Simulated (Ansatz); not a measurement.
**Ag-Pt-Ag stack of (100) layers: phonons along a line and the smearing**

Aim: see how the phonons of Ag-Pt-Ag stack of (100) layers along the first symmetry line respond to the electronic smearing. The first relaxation steps of the session are not shown, so no cell shown is the starting entry, unless a step says so.

Main program and level: Ansatz 0.2.0; DFT LDA, scalar-relativistic, plane waves, PAW; PAW set soft_1.

This is a report of a sequence of runs, with most program output left out.

### 1. The cell after earlier relaxation steps

The cell holds 3 atoms: 2 Ag and 1 Pt. Cell: a = 2.693 Å, b = 2.693 Å, c = 31.640 Å, α = 90.0°, β = 90.0°, γ = 90.0°. Vacuum lies along c.

### 2. Relaxing tightly for phonons

Phonons are second derivatives about the minimum, so the remaining forces must be small: the thresholds are tightened. Earlier relaxation steps are not shown.

input.yaml

```yaml
crystal:
  lattice:
    - [2.6927390438, 0.0, 0.0]
    - [0.0, 2.6927390438, 0.0]
    - [0.0, 0.0, 31.6399998672]
  atoms:
    - { symbol: Ag, position: [0.0, 0.0, 0.1706331316] }
    - { symbol: Pt, position: [0.5, 0.5, 0.2357774978] }
    - { symbol: Ag, position: [0.0, 0.0, 0.300921864] }
  periodic: [true, true, false]
kpoints:
  mp_grid: { grid: [12, 12, 1] }
hamiltonian:
  xc: lda
  pseudopotentials: { kind: paw, azcp: { folder: soft_1 }, xc_functional: pbe }
scf:
  occupations: { method: methfessel_paxton, width: 0.2 }
output:
  forces: true
  stress: true
  eigenvalues: true
  write_density: true
  write_potential: true
  elf: true
  volumetric_format: npy
relax:
  adjacent_minimum: "off"
  f_tol: 0.001
  max_steps: 60
  cell: { stress_2d_tol: 0.002 }
```

Run with:

```
> ansatz run input.yaml --threads 4 --pin off --max-ram 12288MiB --backend cpu --events-out ev --progress --plain --runs-dir out
```

Run time: 28 s. Hardware: 4 threads of Arm Neoverse V1, shared host; peak memory 0.62 GiB.

The steps of the relaxation:

| step | energy less that of the first step (eV) | largest force component (eV/Å) | volume (Å³) |
| --- | --- | --- | --- |
| 1 | 0.0000 | 0.0314 | 229.42 |
| 2 | -0.0002 | 0.0247 | 229.88 |
| 3 | -0.0003 | 0.0053 | 230.49 |
| 4 | -0.0003 | 0.0000 | 230.23 |
| 5 | -0.0004 | 0.0000 | 230.23 |

The log counts 1 steps on a newly chosen plane-wave basis, not all of them marked here; energy and pressure can jump at such steps.

| cell as run | before | after | change |
| --- | --- | --- | --- |
| a (Å) | 2.693 | 2.697 | +0.2 % |
| b (Å) | 2.693 | 2.697 | +0.2 % |

Final coordinates:

```xyz
3
Lattice="2.6975 0.0000 0.0000 0.0000 2.6975 0.0000 0.0000 0.0000 31.6400" Properties=species:S:1:pos:R:3
Ag    0.0000    0.0000    5.4088
Pt    1.3487    1.3487    7.4600
Ag    0.0000    0.0000    9.5112
```

This step gave:

| Item | Value |
| --- | --- |
| metallic on mesh | yes |
| gap on the k-mesh | 0 eV |

Valence density in the ca plane at fractional y = 0.000, with atoms of Ag within 0.2 Å of it. It is the smooth field of the valence electrons, not physical close to the nuclei.

Ten steps, logarithmic in the rise over the least value, from '0' (0 e/Å³) to '9' (21 e/Å³), each cell a mean:
```
00000000000136897421111258985200000000000000
00000000000024675311111136763100000000000000
00000000000012333111221123432100000000000000
00000000000001121112221111211000000000000000
00000000000011222111221112221000000000000000
00000000000013554211111134553100000000000000
00000000000025887411111247875200000000000000
00000000000137998521111258996200000000000000
```
Columns run along c (16.0 Å, from fractional 0.00 to 0.51 of the cell), rows up along a (2.7 Å). Atoms in or near the plane, at fractional coordinates: Ag at (0.17, 0.00), Ag at (0.30, 0.00).

ELF in the ca plane at fractional y = 0.000, with atoms of Ag within 0.2 Å of it. It is the smooth field of the valence electrons, not physical close to the nuclei.

Ten even steps from '0' (0.00) to '9' (0.82), each cell a mean:
```
00000000001235786421111246875311000000000000
00000000001124554222222235553211000000000000
00000000001122332223332222332211000000000000
00000000001122222223333222222211000000000000
00000000001122222223333222222211000000000000
00000000001123443222222224443211000000000000
00000000001235675322222246764211000000000000
00000000001235896421111247975311000000000000
```
Columns run along c (16.0 Å, from fractional 0.00 to 0.51 of the cell), rows up along a (2.7 Å). Atoms in or near the plane, at fractional coordinates: Ag at (0.17, 0.00), Ag at (0.30, 0.00).

Electrostatic potential energy in the ca plane at fractional y = 0.000, with atoms of Ag within 0.2 Å of it. With pseudopotentials it is smooth inside the atoms' cores, unlike the true potential.

Values in eV, 5 rows by 16 columns, each cell a mean:
```
  0   0   0  -1 -14 -28 -16  -2 -10 -28 -19  -1   0   0   0   0
  0   0   0   0  -5 -19  -6  -4  -5 -19  -8  -1   0   0   0   0
  0   0   0   0  -2  -8  -4  -6  -4  -7  -3   0   0   0   0   0
  0   0   0   0  -8 -27 -10  -4  -6 -27 -12  -1   0   0   0   0
  0   0   0  -1 -15 -22 -18  -2 -11 -23 -21  -1   0   0   0   0
```
Columns run along c (16.0 Å, from fractional 0.00 to 0.51 of the cell; values clipped at the 3rd and 97th percentile), rows up along a (2.7 Å). Atoms in or near the plane, at fractional coordinates: Ag at (0.17, 0.00), Ag at (0.30, 0.00).

### 3. Wavevectors along a line: Fermi–Dirac smearing of 0.1 eV

The smearing blurs the Fermi surface that screens the phonons; a Fermi–Dirac width is an electronic temperature.

input.yaml

```yaml
crystal:
  lattice:
    - [2.6974786308, 0.0, 0.0]
    - [0.0, 2.6974786308, 0.0]
    - [0.0, 0.0, 31.6399998672]
  atoms:
    - { symbol: Ag, position: [0.0, 0.0, 0.1709489781] }
    - { symbol: Pt, position: [0.5, 0.5, 0.2357774978] }
    - { symbol: Ag, position: [0.0, 0.0, 0.3006060175] }
  periodic: [true, true, false]
kpoints:
  mp_grid: { grid: [16, 16, 1] }
hamiltonian:
  xc: lda
  pseudopotentials: { kind: paw, azcp: { folder: soft_1 }, xc_functional: pbe }
scf:
  occupations: { method: fermi_dirac, width: 0.1 }
output:
  eigenvalues: true
phonons:
  method: dfpt
  qpoints:
    - [0, 0, 0]
    - [0.0, 0.0625, 0.0]
    - [0.0, 0.1875, 0.0]
    - [0.0, 0.3125, 0.0]
    - [0.0, 0.4375, 0.0]
```

Elapsed: 21 min, on 4 threads; peak memory 2.3 GiB; 83 min of CPU time.

Each wavevector solved by linear response. Table of frequency by |q| along the line; 7 of 9 lines:

| \|q\| along the line (Å⁻¹) | mode 1 (cm⁻¹) | mode 2 (cm⁻¹) | mode 3 (cm⁻¹) | mode 4 (cm⁻¹) | mode 5 (cm⁻¹) | mode 6 (cm⁻¹) | mode 7 (cm⁻¹) |
| --- | --- | --- | --- | --- | --- | --- | --- |
| 0.000 | 0 | 0 | 0 | 67.3 | 67.3 | 98.8 | 98.8 |
| 0.146 | 6.45 | 7.3 | 31.0 | 66.8 | 76.4 | 98.2 | 102 |
| 0.437 | 22.5 | 34.5 | 62.9 | 70.3 | 93.8 | 116 | 127 |
| 0.728 | 36.4 | 56.0 | 63.0 | 77.0 | 85.4 | 128 | 164 |
| 1.019 | 48.7 | 50.7 | 76.6 | 78.3 | 83.7 | 116 | 184 |

### 4. Wavevectors along a line: Fermi–Dirac smearing of 0.25 eV

input.yaml, as its differences from that of step 3:

```diff
@@ -16,3 +16,3 @@
 scf:
-  occupations: { method: fermi_dirac, width: 0.1 }
+  occupations: { method: fermi_dirac, width: 0.25 }
 output:
```

Wider smearing eases the sum over k-points of a metal but moves the result away from its zero-temperature value.

The job ended after 22 min (4 threads; peak memory 2.6 GiB).

Each wavevector solved by linear response. Frequency against |q| along the line; 7 of 9 lines:

| \|q\| along the line (Å⁻¹) | mode 1 (cm⁻¹) | mode 2 (cm⁻¹) | mode 3 (cm⁻¹) | mode 4 (cm⁻¹) | mode 5 (cm⁻¹) | mode 6 (cm⁻¹) | mode 7 (cm⁻¹) |
| --- | --- | --- | --- | --- | --- | --- | --- |
| 0.000 | 0 | 0 | 0 | 67.2 | 67.2 | 98.5 | 98.5 |
| 0.146 | 6.27 | 7.18 | 31.1 | 66.6 | 76.3 | 97.8 | 102 |
| 0.437 | 22.1 | 34.6 | 62.5 | 70.3 | 93.4 | 115 | 127 |
| 0.728 | 36.8 | 55.9 | 63.1 | 76.1 | 85.6 | 127 | 164 |
| 1.019 | 48.7 | 50.7 | 76.2 | 77.7 | 85.2 | 115 | 184 |

Against step 3 (now smearing width 0.25 eV), the free energy moves by -44.7 meV an atom.

### 5. The lowest branch at each setting

The lowest frequency by |q| along the line:

| \|q\| along the line (Å⁻¹) | fermi dirac 0.1 eV, k 16x16x1 (cm⁻¹) | fermi dirac 0.25 eV, k 16x16x1 (cm⁻¹) |
| --- | --- | --- |
| 0.000 | 0 | 0 |
| 0.146 | 6.45 | 6.27 |
| 0.437 | 22.5 | 22.1 |
| 0.728 | 36.4 | 36.8 |
| 1.019 | 48.7 | 48.7 |

### 6. What came out

```
phonon run of the rows without a label of their own         : LDA, k 16×16×1
lowest branch at the last solved point, Fermi–Dirac 0.1 eV  : 48.7 cm⁻¹ at |q| = 1.02 Å⁻¹
lowest branch at the last solved point, Fermi–Dirac 0.25 eV : 48.7 cm⁻¹ at |q| = 1.02 Å⁻¹
```

In words: No branch softens by more than 4 % of the top frequency as the smearing narrows, so no anomaly that hangs on the smearing shows at these points. The line holds 5 wavevectors, so a narrow dip between them would be missed. Between Fermi–Dirac 0.25 eV and Fermi–Dirac 0.1 eV the largest change, with modes counted by rank of frequency, is in mode 5 at |q| = 1.02 Å⁻¹, from 85.2 to 83.7 cm⁻¹; the branches hardly feel the smearing. Where branches cross, a count by rank can hide a softening. At the narrowest width the k mesh may not resolve the Fermi surface, so part of the change can be mesh noise. Spin–orbit coupling, left out here, matters for Pt. The PAW files were made for PBE; under other functionals the run regenerates their frozen core. The structure was built by hand as an ordered model, and its stability against other phases was not tested.

[Logs are printed without paths, hosts, clocks, repeated set-up lines and the standing remarks that a program may print on its own settings, such as how far it seeks lower states.]

[Hosts, paths, dates, database ids (printed as entryN), source tags and the programs' standing remarks are cut or masked in the printed files.]
